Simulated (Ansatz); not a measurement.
# CdAgCl3 (model cell, started as cubic perovskite with Cd in the octahedra): a soft mode frozen in, part 2 of 3

Wanted: the energy along a soft mode of CdAgCl3 (model cell, started as cubic perovskite with Cd in the octahedra) and the structure at the end.

Ansatz 0.2.0; DFT PBEsol, scalar-relativistic, plane waves, PAW.

So far, highest frequency on the path or at a solved wavevector (cm⁻¹): step 2 (phonons on a q mesh) 336. Also lowest frequency on the path (cm⁻¹): step 2 -126.

The structure was built from a prototype and need not be the compound's stable phase.

### Step 6. Relaxing from the distorted cell

Starting from the lowest point found, all atoms and the cell are let go, so that strain and other modes of the same symmetry can join in.

The input, input.yaml:

```yaml
crystal:
  lattice:
    - [5.0585249677, 5.0585249677, 0.0]
    - [5.0585249677, 0.0, 5.0585249677]
    - [5.0585249677, 0.0, -5.0585249677]
  atoms:
    - { symbol: Ag, position: [0.0, 0.0, 0.0] }
    - { symbol: Ag, position: [0.0, 0.5, 0.5] }
    - { symbol: Cd, position: [0.5, 0.25, 0.75] }
    - { symbol: Cd, position: [0.5, 0.75, 0.25] }
    - { symbol: Cl, position: [0.583871103, -0.083871103, -0.083871103] }
    - { symbol: Cl, position: [0.416128897, 0.583871103, 0.583871103] }
    - { symbol: Cl, position: [0.0, 0.4580644485, 0.0419355515] }
    - { symbol: Cl, position: [0.0, 0.0419355515, 0.4580644485] }
    - { symbol: Cl, position: [0.5, 0.0419355515, 0.4580644485] }
    - { symbol: Cl, position: [0.5, 0.4580644485, 1.0419355515] }
kpoints:
  mp_grid: { grid: [6, 6, 6] }
hamiltonian:
  xc: pbesol
scf:
  occupations: { method: fixed }
output:
  forces: true
  stress: true
  eigenvalues: true
relax:
  adjacent_minimum: "off"
  f_tol: 0.002
  max_steps: 120
  cell: { stress_tol: 0.03 }
```

Run with:

```
$ ansatz run input.yaml --threads 8 --pin off --max-ram 14336MiB --backend cpu --events-out ev --progress --plain --runs-dir out
```

Numbers of over 12 decimals in the logs are rounded to 6 here.

The program printed:

```text
[...]
Crystal: 10 atoms, lattice volume = 258.882 Å³
Basis set: ecut = 420 eV, 5029 PW (Γ), exchange–correlation on 96×96×96 points (8 copies of the dense FFT grid, shifted against one another)
Bands: 72, of which v1, the nominal top of the filled ones, is band 60 counted from 1 (59 counted from 0)
Symmetry: 8 space group operations
[...]
k-points: 46 of 216
[...]
SCF iter   1: F=—  HF=-37783.124610 eV  |F-HF|=—  |Δ(HF+E_count)|=         —  Δρ=5.49e-3  dr2=9.65e-2  ethr=1.77e-3  ⟨swp⟩=4.9  Hψ=10607  notcnv=0  defer=450
[...]
SCF iter   8: F=-37783.095349 eV  HF=-37783.095349 eV  |F-HF|=1.61e-9  |Δ(HF+E_count)|=   8.01e-8  Δρ=1.75e-6  dr2=1.01e-8  ethr=8.33e-11  ⟨swp⟩=12.8  Hψ=16429  notcnv=0
SCF 1 converged in 8 iterations: F = -37783.095349 eV  dr2 = 1.01e-8
[...]
relax step   1: F+E_penalty+E_count = -37783.09534904 eV  Δ(F+E_penalty+E_count) = +0.000e0 eV  max|allowed force component| = 5.509e-1 eV/Å  Δτ_max = 0.0000 Å  P = -2.101 GPa  Ω = 258.882 Å³  (8 SCF iters, dr2 threshold 1.00e-7 eV, accepted)
Crystal: 10 atoms, lattice volume = 248.985 Å³
Basis set: ecut = 420 eV, 4917 PW (Γ), exchange–correlation on 96×96×96 points (8 copies of the dense FFT grid, shifted against one another)
[...]
iter 1 solved again at ethr=1.10e-4 eV; its pass at ethr=3.10e-3 eV (dr2=1.32e-1 eV) is discarded
[...]
SCF iter   7: F=-37783.927554 eV  HF=-37783.927554 eV  |F-HF|=1.01e-7  |Δ(HF+E_count)|=   4.85e-7  Δρ=8.11e-6  dr2=1.47e-7  ethr=8.33e-10  ⟨swp⟩=12.3  Hψ=16555  notcnv=0
SCF 2 converged in 7 iterations: F = -37783.927554 eV  dr2 = 1.47e-7
relax step   2: F+E_penalty+E_count = -37783.92755364 eV  Δ(F+E_penalty+E_count) = -8.322e-1 eV  max|allowed force component| = 5.841e-1 eV/Å  Δτ_max = 0.1953 Å  P = -2.024 GPa  Ω = 248.985 Å³  energy of the carried Pulay correction = +1.126e-3 eV  (7 SCF iters, dr2 threshold 1.00e-6 eV, accepted)
Crystal: 10 atoms, lattice volume = 239.355 Å³
Basis set: ecut = 420 eV, 4685 PW (Γ), exchange–correlation on 96×96×96 points (8 copies of the dense FFT grid, shifted against one another)
[...]
SCF iter   7: F=-37784.619621 eV  HF=-37784.619621 eV  |F-HF|=6.84e-10  |Δ(HF+E_count)|=   1.84e-7  Δρ=8.95e-6  dr2=2.18e-7  ethr=8.33e-10  ⟨swp⟩=12.3  Hψ=16018  notcnv=0
SCF 3 converged in 7 iterations: F = -37784.619621 eV  dr2 = 2.18e-7
relax step   3: F+E_penalty+E_count = -37784.61962112 eV  Δ(F+E_penalty+E_count) = -6.921e-1 eV  max|allowed force component| = 3.778e-1 eV/Å  Δτ_max = 0.1953 Å  P = -1.554 GPa  Ω = 239.355 Å³  energy of the carried Pulay correction = +2.264e-3 eV  (7 SCF iters, dr2 threshold 1.00e-6 eV, accepted)
[... from here on, the SCF cycles and remarks between the steps are left out ...]
relax step   4: F+E_penalty+E_count = -37784.79849224 eV  Δ(F+E_penalty+E_count) = -1.789e-1 eV  max|allowed force component| = 5.217e-1 eV/Å  Δτ_max = 0.1984 Å  P = +0.135 GPa  Ω = 229.921 Å³  energy of the carried Pulay correction = +3.422e-3 eV  (7 SCF iters, dr2 threshold 1.00e-6 eV, accepted)
relax step   5: F+E_penalty+E_count = -37784.85145343 eV  Δ(F+E_penalty+E_count) = -5.296e-2 eV  max|allowed force component| = 5.613e-1 eV/Å  Δτ_max = 0.1098 Å  P = +0.532 GPa  Ω = 228.971 Å³  energy of the carried Pulay correction = +3.542e-3 eV  (6 SCF iters, dr2 threshold 1.00e-6 eV, accepted)
relax step   6: F+E_penalty+E_count = -37784.95530678 eV  Δ(F+E_penalty+E_count) = -1.039e-1 eV  max|allowed force component| = 2.095e-1 eV/Å  Δτ_max = 0.1117 Å  P = +0.800 GPa  Ω = 226.380 Å³  energy of the carried Pulay correction = +3.869e-3 eV  (6 SCF iters, dr2 threshold 1.00e-6 eV, accepted)
relax step   7: F+E_penalty+E_count = -37785.00072555 eV  Δ(F+E_penalty+E_count) = -4.542e-2 eV  max|allowed force component| = 6.923e-2 eV/Å  Δτ_max = 0.0879 Å  P = +0.939 GPa  Ω = 226.039 Å³  energy of the carried Pulay correction = +3.912e-3 eV  (6 SCF iters, dr2 threshold 1.00e-6 eV, accepted)
relax step   8: F+E_penalty+E_count = -37785.03394885 eV  Δ(F+E_penalty+E_count) = -3.322e-2 eV  max|allowed force component| = 2.131e-2 eV/Å  Δτ_max = 0.0725 Å  P = +0.057 GPa  Ω = 230.573 Å³  energy of the carried Pulay correction = +3.341e-3 eV  (6 SCF iters, dr2 threshold 1.00e-6 eV, accepted)
relax step   9: F+E_penalty+E_count = -37785.03740544 eV  Δ(F+E_penalty+E_count) = -3.457e-3 eV  max|allowed force component| = 8.804e-3 eV/Å  Δτ_max = 0.0016 Å  P = +0.008 GPa  Ω = 230.821 Å³  energy of the carried Pulay correction = +3.310e-3 eV  (5 SCF iters, dr2 threshold 2.68e-7 eV, accepted)
relax step  10: F+E_penalty+E_count = -37785.03773310 eV  Δ(F+E_penalty+E_count) = -3.277e-4 eV  max|allowed force component| = 2.513e-3 eV/Å  Δτ_max = 0.0066 Å  P = -0.004 GPa  Ω = 230.948 Å³  energy of the carried Pulay correction = +3.294e-3 eV  (6 SCF iters, dr2 threshold 1.57e-8 eV, accepted)
relax step  11: F+E_penalty+E_count = -37785.03774108 eV  Δ(F+E_penalty+E_count) = -7.979e-6 eV  max|allowed force component| = 5.715e-4 eV/Å  Δτ_max = 0.0010 Å  P = +0.001 GPa  Ω = 230.918 Å³  energy of the carried Pulay correction = +3.298e-3 eV  (5 SCF iters, dr2 threshold 3.95e-10 eV, accepted)
Basis set: ecut = 420 eV, 4515 PW (Γ), exchange–correlation on 100×96×96 points (8 copies of the dense FFT grid, shifted against one another)
[...]
SCF iter   7: F=-37785.034554 eV  HF=-37785.034554 eV  |F-HF|=1.46e-11  |Δ(HF+E_count)|=  2.91e-11  Δρ=3.71e-8  dr2=6.87e-12  ethr=1.00e-12  ⟨swp⟩=12.6  Hψ=17228  notcnv=0
SCF 12 converged in 7 iterations: F = -37785.034554 eV  dr2 = 6.87e-12
relax step  12: F+E_penalty+E_count = -37785.03455354 eV  Δ(F+E_penalty+E_count) = +3.188e-3 eV  max|allowed force component| = 6.556e-4 eV/Å  Δτ_max = 0.0000 Å  P = -0.000 GPa  Ω = 230.918 Å³  stress off target by 4.30e-3 GPa  SCF on the basis re-selected at this cell (its energy is not comparable with the rows above)  (7 SCF iters)
basis re-selected at this cell: Δ(F+E_penalty+E_count) = +3.188e-3 eV, ΔP = -0.002 GPa vs the last step (what re-selecting the basis moved, of the pressure what is left beyond the Pulay correction that the steps carried, after the strain that the cell walked since its last selection, with what the two solves' SCF thresholds leave and, on support functions, any second-order correction that the steps lacked; it is no measure of the basis error at this ecutwfc). The dense FFT grid was sized anew with the basis: this SCF ran on 50×48×48 points, the steps before it on 48×48×48, so part of this shift can come from that change (see relax.cell in the input reference). [rest of the remark cut]
SCF converged after 7 iterations
Free energy (F): -37785.034554 eV
[...]
Internal energy: -37785.034554 eV  (E = F + TS)
E sigma→0 (E₀):  -37785.034554 eV
Fermi energy:    5.949087 eV
[...]
--- Forces (eV/Å), atoms counted from 1 ---
  atom   1  Ag     0.00028775    -0.00028775     0.00000000
  atom   2  Ag    -0.00028775     0.00028775     0.00000000
  atom   3  Cd    -0.00000000    -0.00000000     0.00000000
  atom   4  Cd    -0.00000000    -0.00000000     0.00000000
  atom   5  Cl     0.00065563    -0.00065563     0.00000000
  atom   6  Cl    -0.00065563     0.00065563     0.00000000
  atom   7  Cl     0.00000000    -0.00000000     0.00021793
  atom   8  Cl    -0.00000000     0.00000000    -0.00021793
  atom   9  Cl    -0.00000000     0.00000000    -0.00021793
  atom  10  Cl     0.00000000    -0.00000000     0.00021793
  max |Σ_I F_I| component: 3.47e-18 eV/Å
--- Stress (GPa, compression-positive) ---
       -0.000743       0.003553      -0.000000
        0.003553      -0.000743       0.000000
       -0.000000       0.000000       0.001169
  P = ⅓ Tr σ = -0.0001 GPa (-0.001 kbar)
--- Band table (eV; the first three rows and the last of 46) ---
  k-point 0: bands = [... 56 lower, 5.4798, 5.4852, 5.5346, 5.9491, 7.4572, 10.0456, 10.0704, 11.9258, ... 8 higher]
  k-point 1: bands = [... 56 lower, 5.3380, 5.3965, 5.4906, 5.9226, 7.8969, 9.7504, 10.4828, 11.1504, ... 8 higher]
  k-point 2: bands = [... 56 lower, 5.2925, 5.3614, 5.4225, 5.8605, 8.6430, 9.9059, 10.1009, 10.8553, ... 8 higher]
  k-point 45: bands = [... 56 lower, 5.3322, 5.4086, 5.4335, 5.5130, 9.8510, 10.2619, 10.8486, 10.8646, ... 8 higher]
--- Relaxed structure (11 steps of the walk, 11 accepted, 1 SCFs on fresh bases) ---
  F+E_penalty+E_count = -37785.03455354 eV   max|allowed force component| = 6.556e-4 eV/Å   (the final SCF, on the basis selected at the relaxed cell)
  cell:  # Å, volume = 230.9181 Å³
    - [5.078198, 5.078198, 0.0]
    - [4.845506, 0.232692, 4.928926]
    - [4.845506, 0.232692, -4.928926]
  atoms:
    - { symbol: Ag, position: [-0.052618, 0.052618, 0.052618] }
    - { symbol: Ag, position: [0.052618, 0.447382, 0.447382] }
    - { symbol: Cd, position: [0.500000, 0.25, 0.75] }
    - { symbol: Cd, position: [0.500000, 0.750000, 0.250000] }
    - { symbol: Cl, position: [0.671512, -0.171512, -0.171512] }
    - { symbol: Cl, position: [0.328488, 0.671512, 0.671512] }
    - { symbol: Cl, position: [0.0, 0.415263, 0.084737] }
    - { symbol: Cl, position: [0.0, 0.084737, 0.415263] }
    - { symbol: Cl, position: [0.5, 0.084737, 0.415263] }
    - { symbol: Cl, position: [0.500000, 0.415263, 1.084737] }
```

The job ended after 62 s (8 threads of Arm Neoverse V2, shared host; peak memory 1.4 GiB; 8 min of CPU time).

Relaxation path:

```tsv
step	energy less that of the first step (eV)	largest force component (eV/Å)	pressure (GPa)	volume (Å³)
1	0.0000	0.5509	-2.10	258.88
2	-0.8322	0.5841	-2.02	248.99
3	-1.5243	0.3778	-1.55	239.36
4	-1.7031	0.5217	0.14	229.92
5	-1.7561	0.5613	0.53	228.97
6	-1.8600	0.2095	0.80	226.38
7	-1.9054	0.0692	0.94	226.04
8	-1.9386	0.0213	0.06	230.57
9	-1.9421	0.0088	0.01	230.82
10	-1.9424	0.0025	0.00	230.95
11	-1.9424	0.0006	0.00	230.92
12*	-1.9392	0.0007	0.00	230.92
```

Relaxation steps marked * repeat the geometry before them on a plane-wave basis chosen anew for their cell, so energy and pressure can jump there.

The run keeps the 8 symmetry operations that it works with, so distortions that break them were not tested.

```tsv
conventional cell, symmetrised	before	after	change
a (Å)	7.154	7.182	+0.4 %
b (Å)	10.117	9.858	-2.6 %
c (Å)	7.154	6.524	-8.8 %
volume (Å³/atom)	25.89	23.09	-10.8 %
```

The atoms that moved most (Å, as changes of fractional coordinates times the final cell):

```tsv
atom	dx	dy	dz	length
Cl5	-0.404	0.404	0.000	0.572
Cl6	0.404	-0.404	0.000	0.572
Cl7	0.000	0.000	-0.422	0.422
Cl9	0.000	0.000	0.422	0.422
Cl10	0.000	0.000	-0.422	0.422
Cl8	0.000	0.000	0.422	0.422
Ag1	0.243	-0.243	0.000	0.343
Ag2	-0.243	0.243	0.000	0.343
```

Final coordinates:

```cif
data_structure
_symmetry_space_group_name_H-M 'P 1'
_symmetry_Int_Tables_number 1
_cell_length_a 7.1817
_cell_length_b 6.9157
_cell_length_c 6.9157
_cell_angle_alpha 90.912
_cell_angle_beta 58.720
_cell_angle_gamma 58.720
_cell_volume 230.92
loop_
_atom_site_label
_atom_site_type_symbol
_atom_site_fract_x
_atom_site_fract_y
_atom_site_fract_z
_atom_site_occupancy
Ag1 Ag 0.94738 0.05262 0.05262 1
Ag2 Ag 0.05262 0.44738 0.44738 1
Cd3 Cd 0.50000 0.25000 0.75000 1
Cd4 Cd 0.50000 0.75000 0.25000 1
Cl5 Cl 0.67151 0.82849 0.82849 1
Cl6 Cl 0.32849 0.67151 0.67151 1
Cl7 Cl 0.00000 0.41526 0.08474 1
Cl8 Cl 0.00000 0.08474 0.41526 1
Cl9 Cl 0.50000 0.08474 0.41526 1
Cl10 Cl 0.50000 0.41526 0.08474 1
```

Numbers from this step:

- pressure: -1.05e-4 GPa
- gap on the k-mesh: 1.508 eV
- volume per atom: 23.09 Å³

The distorted start has space group Imma; the relaxation ends in Imma.

### Step 7. The new phase in its own primitive cell

The relaxed structure is symmetrised, reduced to its primitive cell and relaxed tightly, as its phonons need.

The input, input.yaml:

```yaml
crystal:
  lattice:
    - [-3.5908282234, 4.9289264466, 3.2617520839]
    - [3.5908282234, -4.9289264466, 3.2617520839]
    - [3.5908282234, 4.9289264466, -3.2617520839]
  atoms:
    - { symbol: Ag, position: [0.8026182413, 0.0526182413, 0.75] }
    - { symbol: Ag, position: [0.1973817587, 0.9473817587, 0.25] }
    - { symbol: Cd, position: [0.5, 0.5, 0.0] }
    - { symbol: Cd, position: [0.0, 0.5, 0.5] }
    - { symbol: Cl, position: [0.5784879343, 0.3284879343, 0.25] }
    - { symbol: Cl, position: [0.4215120657, 0.6715120657, 0.75] }
    - { symbol: Cl, position: [0.8347373845, 0.0, 0.3347373845] }
    - { symbol: Cl, position: [0.1652626155, 0.0, 0.6652626155] }
    - { symbol: Cl, position: [0.1652626155, 0.5, 0.1652626155] }
    - { symbol: Cl, position: [0.8347373845, 0.5, 0.8347373845] }
kpoints:
  mp_grid: { grid: [6, 6, 6] }
hamiltonian:
  xc: pbesol
scf:
  occupations: { method: fixed }
output:
  forces: true
  stress: true
  eigenvalues: true
relax:
  adjacent_minimum: "off"
  f_tol: 0.001
  max_steps: 60
  cell: { stress_tol: 0.01 }
```

The program printed:

```text
[...]
Crystal: 10 atoms, lattice volume = 230.918 Å³
Basis set: ecut = 420 eV, 4515 PW (Γ), exchange–correlation on 96×96×96 points (8 copies of the dense FFT grid, shifted against one another)
Bands: 72, of which v1, the nominal top of the filled ones, is band 60 counted from 1 (59 counted from 0)
Symmetry: 8 space group operations
[...]
k-points: 46 of 216
[...]
- { symbol: Cd, position: [0.5, 0.5, 0.0] }
    - { symbol: Cd, position: [0.0, 0.5, 0.5] }
    - { symbol: Cl, position: [0.5784879343, 0.3284879343, 0.250000] }
    - { symbol: Cl, position: [0.4215120657, 0.6715120657, 0.75] }
    - { symbol: Cl, position: [0.834737, 0.0, 0.334737] }
    - { symbol: Cl, position: [0.165263, -5.551115123125783e-17, 0.665263] }
    - { symbol: Cl, position: [0.165263, 0.5, 0.1652626155] }
    - { symbol: Cl, position: [0.834737, 0.5, 0.834737] }
[key lines of the parts left out:]
SCF converged after 6 iterations
Free energy (F): -37785.034554 eV
Fermi energy:    5.949087 eV
P = ⅓ Tr σ = -0.0001 GPa (-0.001 kbar)
```

The job ended after 10 s (8 threads; peak memory 1.3 GiB; 78 s of CPU time).

Little changed from the start: no atom moved by 0.005 Å and no cell edge by 0.1 %.

This step gave:

| Quantity | Value |
| --- | --- |
| direct gap on mesh | 1.508 eV |

The largest force component left is 0.93 meV/Å and the pressure is 0.000 GPa, within the tolerances set. The cell now holds 23.09 Å³/atom.

(Part 2 of 3 ends here.)

[Logs are printed without paths, hosts, clocks, repeated set-up lines and the standing remarks that a program may print on its own settings, such as how far it seeks lower states.]

[Hosts, paths, dates, database ids (printed as entryN), source tags and the programs' standing remarks are cut or masked in the printed files.]
